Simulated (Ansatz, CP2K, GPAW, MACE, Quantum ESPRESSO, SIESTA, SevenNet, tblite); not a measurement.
# Running random rock-salt alloy of CaS and PbS (64 atoms) with GPAW, part 2 of 2

Aim: run random rock-salt alloy of CaS and PbS (64 atoms) in GPAW and see how near its forces come to a plane-wave reference, and at what cost.

Program: GPAW 26.7.0; the method stands at each step. Banners, paths, timers and routine set-up lines are dropped from the logs unmarked, and long logs keep their key lines alone; longer cuts are marked.

So far. Step 3 (PBE, plane waves 450 eV): The run ends at a pressure of 2.45 GPa, with forces up to 1.3 eV/Å. Step 4 (PBE, LCAO sz(dzp), h 0.2 Å): Against the first run (9.4 %), the force difference from the reference is 35 %, at 0.35 times the CPU time, with 496 basis functions against 1272: the smaller basis costs accuracy.

**5. revPBE, LCAO dzp, h 0.2 Å**

Method: Kohn-Sham DFT, revPBE, PAW, atomic orbitals (dzp).

Input file run.py:

```python
import numpy as np
from ase.io import read
from gpaw import GPAW, FermiDirac

atoms = read("structure.xyz")
atoms.calc = GPAW(
    mode="lcao",
    basis="dzp",
    h=0.2,
    xc="revPBE",
    kpts={"size": (1, 1, 1), "gamma": True},
    occupations=FermiDirac(0.05),
    maxiter=200,
    symmetry={"point_group": False},
    txt="gpaw.txt",
)
energy = atoms.get_potential_energy(force_consistent=True)
forces = atoms.get_forces()
print(f"energy {energy:.6f} eV")
print("forces (eV/A)")
for i, (a, f) in enumerate(zip(atoms, forces)):
    print(f"{i:4d} {a.symbol:2s} {f[0]:10.5f} {f[1]:10.5f} {f[2]:10.5f}")
print(f"Fermi level {atoms.calc.get_fermi_level():.4f} eV")
for k in range(len(atoms.calc.get_ibz_k_points())):
    for s in range(atoms.calc.get_number_of_spins()):
        e = atoms.calc.get_eigenvalues(kpt=k, spin=s)
        n = np.searchsorted(e, atoms.calc.get_fermi_level())
        print(f"k {k} spin {s} levels about the Fermi level:", np.round(e[max(n - 6, 0):n], 4).tolist(), "|", np.round(e[n:n + 6], 4).tolist())
```

Input file structure.xyz:

```xyz
64
Lattice="11.56460 0.00000 0.00000 0.00000 11.56460 0.00000 0.00000 0.00000 11.56460" Properties=species:S:1:pos:R:3 pbc="T T T"
[... 64 atom lines left out: the same atoms as in the first run ...]
```

The run is started by

```
OMP_NUM_THREADS=1 python run.py > output.txt
```

Numbers of over 12 decimals in the logs are rounded to 6 here.

Output:

```text
energy -279.190225 eV
forces (eV/A)
   0 Pb    0.51157   -0.00893    0.59790
   1 S     0.25969    0.72658    0.11796
   2 Pb    0.05531   -0.54243   -0.37953
   3 S    -0.03438    0.03008   -0.78555
   4 Ca    0.08444    0.08129   -0.13258
   5 S    -0.21093    0.05591    0.36298
   6 Ca   -0.16656    0.34184   -0.10926
   7 S    -0.14867    1.04533   -0.52346
   8 Pb   -0.65267    0.05923   -0.46634
   9 S     1.03615   -0.66042   -0.01540
  10 Ca    0.16165   -0.01897    0.26024
  11 S     0.22032   -0.61829    1.28146
  12 Ca   -0.27099    0.02141    0.25320
  13 S     0.35954   -0.04363   -0.46677
  14 Pb    0.03688   -0.22400   -0.54200
  15 S    -1.00361   -0.41087    0.47462
  16 Ca   -0.49692   -0.21128   -0.25085
  17 S     0.21617   -0.70941    0.27014
  18 Pb    0.18318    0.74214   -0.14249
  19 S     0.15287   -0.43153    0.50230
  20 Ca    0.12196    0.16129    0.19583
  21 S     0.46347   -0.26163   -0.80657
  22 Pb   -0.41013   -0.14673    0.24521
  23 S    -0.94936   -0.84732   -0.14552
[...]
56 Ca   -0.30052   -0.43588   -0.11607
  57 S    -1.10159   -0.46743   -0.01122
  58 Ca   -0.70368   -0.13526    0.47369
  59 S     0.50453    0.48210    0.99366
  60 Pb    0.15961   -0.04774    0.50439
  61 S    -0.35696    0.03891   -0.04258
  62 Pb   -0.21005   -0.50804   -0.91377
  63 S    -0.62434    0.41878   -0.36272
Fermi level 6.5973 eV
k 0 spin 0 levels about the Fermi level: [5.0653, 5.1216, 5.1892, 5.5596, 5.6235, 5.6503] | [7.545, 7.5849, 7.6276, 7.6807, 7.703, 7.7431]
```

gpaw.txt:

```text
Input parameters:
  mode=LCAO(),
  basis={'default': 'dzp'},
  h=0.2,
  kpts=MonkhorstPack(size=(1, 1, 1), gamma=True),
  maxiter=200,
  occupations=Occupations(name='fermi-dirac', width=0.05, fixmagmom=False),
  symmetry=Symmetry(point_group=False),
  xc=XC(name='revPBE')
Unit cell  # Å
| periodic |         x |         y |         z |   lengths |    angles |
[... lines left out ...]
  Fermi-Dirac:
[... lines left out ...]
convergence criteria:
- Maximum [total energy] change in last 3 cyles: 0.0005 eV / valence electron
[... lines left out ...]
Converged in 10 steps
[... lines left out ...]
  Free energy:    -279.190225
  Extrapolated:   -279.190225
dipole moment: (-32.823322, 181.435085, 87.619407)  # |e|*Ang
Fermi level: 6.597
Eigenvalues  # (at kpt = [0.000, 0.000, 0.000])
| band index |      eig [eV] | occ [0-2] |
|------------|---------------|-----------|
|          0 |       -35.044 |     2.000 |
|        ... |               |           |
|        272 |         4.884 |     2.000 |
|        273 |         4.962 |     2.000 |
[...]
|        287 |         7.960 |     0.000 |
|        ... |               |           |
|        335 |        10.014 |     0.000 |
Gap: 1.895 eV
Transition (v -> c):
  (s=0, k=0, n=279, [0.00, 0.00, 0.00]) -> (s=0, k=0, n=280, [0.00, 0.00, 0.00])
No difference between direct/indirect transitions
Force computation time: 41.593  # s
timing:  # [seconds]
  Total:  218.534  # ━━━━━━━━━━━━━━━━━━━━━━━━━━━━━━━━━━━━━━━━━━━━━━━━━━━━━━━━
  Init:    10.135  # ━━╸
  SCF:    166.780  # ━━━━━━━━━━━━━━━━━━━━━━━━━━━━━━━━━━━━━━━━━━╸
  Forces:  41.593  # ━━━━━━━━━━╸
```

It took 3.7 min on 1 thread of Arm Neoverse V2, shared host; peak memory 1.6 GiB.

Against the reference:

| Item | Value |
| --- | --- |
| r.m.s. force component | 0.453 eV/Å |
| r.m.s. difference of force components | 45.57 meV/Å |
| longest difference of force vectors | 142.6 meV/Å |
| force difference over r.m.s. force | 10.9 % |
| slope of forces against the reference's | 1.081 |
| correlation of force components | 0.9977 |
| gap (highest filled to lowest empty level) | 1.895 eV |
| gap difference | 0.0671 eV |

Against the first run (9.4 %), the force difference from the reference is 11 %, at 1.00 times the CPU time; the model has changed, so this is no error of the program alone.

**6. Side by side**

Differences are against the plane-wave reference, forces as r.m.s. over components; share is that over the reference's r.m.s. force, slope the least-squares factor from reference forces to these. Total energies of different programs have different zeros and aren't compared.

```tsv
run	Δ force, r.m.s. (meV/Å)	share (%)	slope	Δ pressure (GPa)	Δ gap (eV)	cores	CPU time	memory (GiB)
reference	-	-	-	-	-	8	62 s	1.8
GPAW PBE, LCAO dzp, h 0.2 Å	39.2	9.37	1.065	-	0.0189	1	3.7 min	1.6
GPAW PBE, plane waves 450 eV	13.0	3.10	0.980	-0.346	-0.0422	2	4.9 min	1.4
GPAW PBE, LCAO sz(dzp), h 0.2 Å (coarse)	146	35.0	1.316	-	0.262	1	77 s	1.3
GPAW revPBE, LCAO dzp, h 0.2 Å	45.6	10.9	1.081	-	0.0671	1	3.7 min	1.6
```

Rows marked coarse were listed beforehand as settings not expected to be converged; some can still land near the reference.

CPU time is summed over cores on a shared host, where runs went side by side, so it is rough. Symmetry, cutoffs, thresholds, outputs and thread counts weren't matched or tuned between programs; memory under MPI is the largest rank's times the ranks.

A second geometry, displaced anew (every atom was moved at random, 0.04 Å r.m.s. a Cartesian component), gives an energy difference that all programs can be tested on. The reference puts it at -12.35 meV/atom.

```tsv
run	energy less the first geometry's (meV/atom)	error (meV/atom)	force share at the second geometry (%)
GPAW PBE, LCAO dzp, h 0.2 Å	-13.30	-0.954	9.53
GPAW PBE, plane waves 450 eV	-12.22	0.127	3.72
GPAW PBE, LCAO sz(dzp), h 0.2 Å	-16.01	-3.66	36.5
GPAW revPBE, LCAO dzp, h 0.2 Å	-13.53	-1.18	10.9
```

**7. What came out**

```json
{"nearest in forces": "GPAW PBE, plane waves 450 eV, 3.1 %", "its CPU time": "4.9 min"}
```

**Reading.** PBE on plane waves or a grid with other potentials, cutoffs or grids, coarse settings apart, differs from the reference by 3.1 % (GPAW PBE, plane waves 450 eV) of the r.m.s. force; this holds the reference's own error, so differences of a few per cent don't tell which side is nearer the exact PBE result. The PBE run in local orbitals, coarse settings apart, differs by 9.4 % (GPAW PBE, LCAO dzp, h 0.2 Å); basis, grid and potentials can all enter. Rows with another functional or a dispersion term differ by 11 % (GPAW revPBE, LCAO dzp, h 0.2 Å), which mixes the change of model with differences of basis and potentials. Runs with settings chosen to be coarse differ by 35 % (GPAW PBE, LCAO sz(dzp), h 0.2 Å), their programs' other errors included. None of the electronic-structure runs in the table takes under half the reference's CPU time of 62 s; they take 1.2 to 4.8 times as much. GPAW PBE, LCAO sz(dzp), h 0.2 Å stiffens the forces by a factor of 1.32 while following their directions (correlation 0.993); the slopes of the 4 GPAW runs lie between 0.98 and 1.32. At the same functional, gaps differ from the reference's 1.83 eV by between -0.04 and +0.26 eV. These are spacings on the run's k-points, which needn't hold the band edges. The energy difference between the two geometries, -12.3 meV/atom in the reference, is met best by GPAW PBE, plane waves 450 eV (+0.127) and worst by GPAW PBE, LCAO sz(dzp), h 0.2 Å (coarse) (-3.66). The host structure and its lattice constant were typed by rule, without a check against the phase diagram. The reference's pressure of 2.8 GPa belongs to a cell and atoms that aren't relaxed at this level. The electronic-structure runs sample only Γ, in a cell whose shortest periodic width is 12 Å. Spin–orbit coupling is left out, which matters for the levels of the heavy elements.

[Also dropped from logs without a mark: logging warnings of Python, and SIESTA's first energy breakdown and zero terms.]

[Logs are printed without paths, hosts, clocks, repeated set-up lines and the standing remarks that a program may print on its own settings, such as how far it seeks lower states.]

[Hosts, paths, dates, database ids (printed as entryN), source tags and the programs' standing remarks are cut or masked in the printed files.]
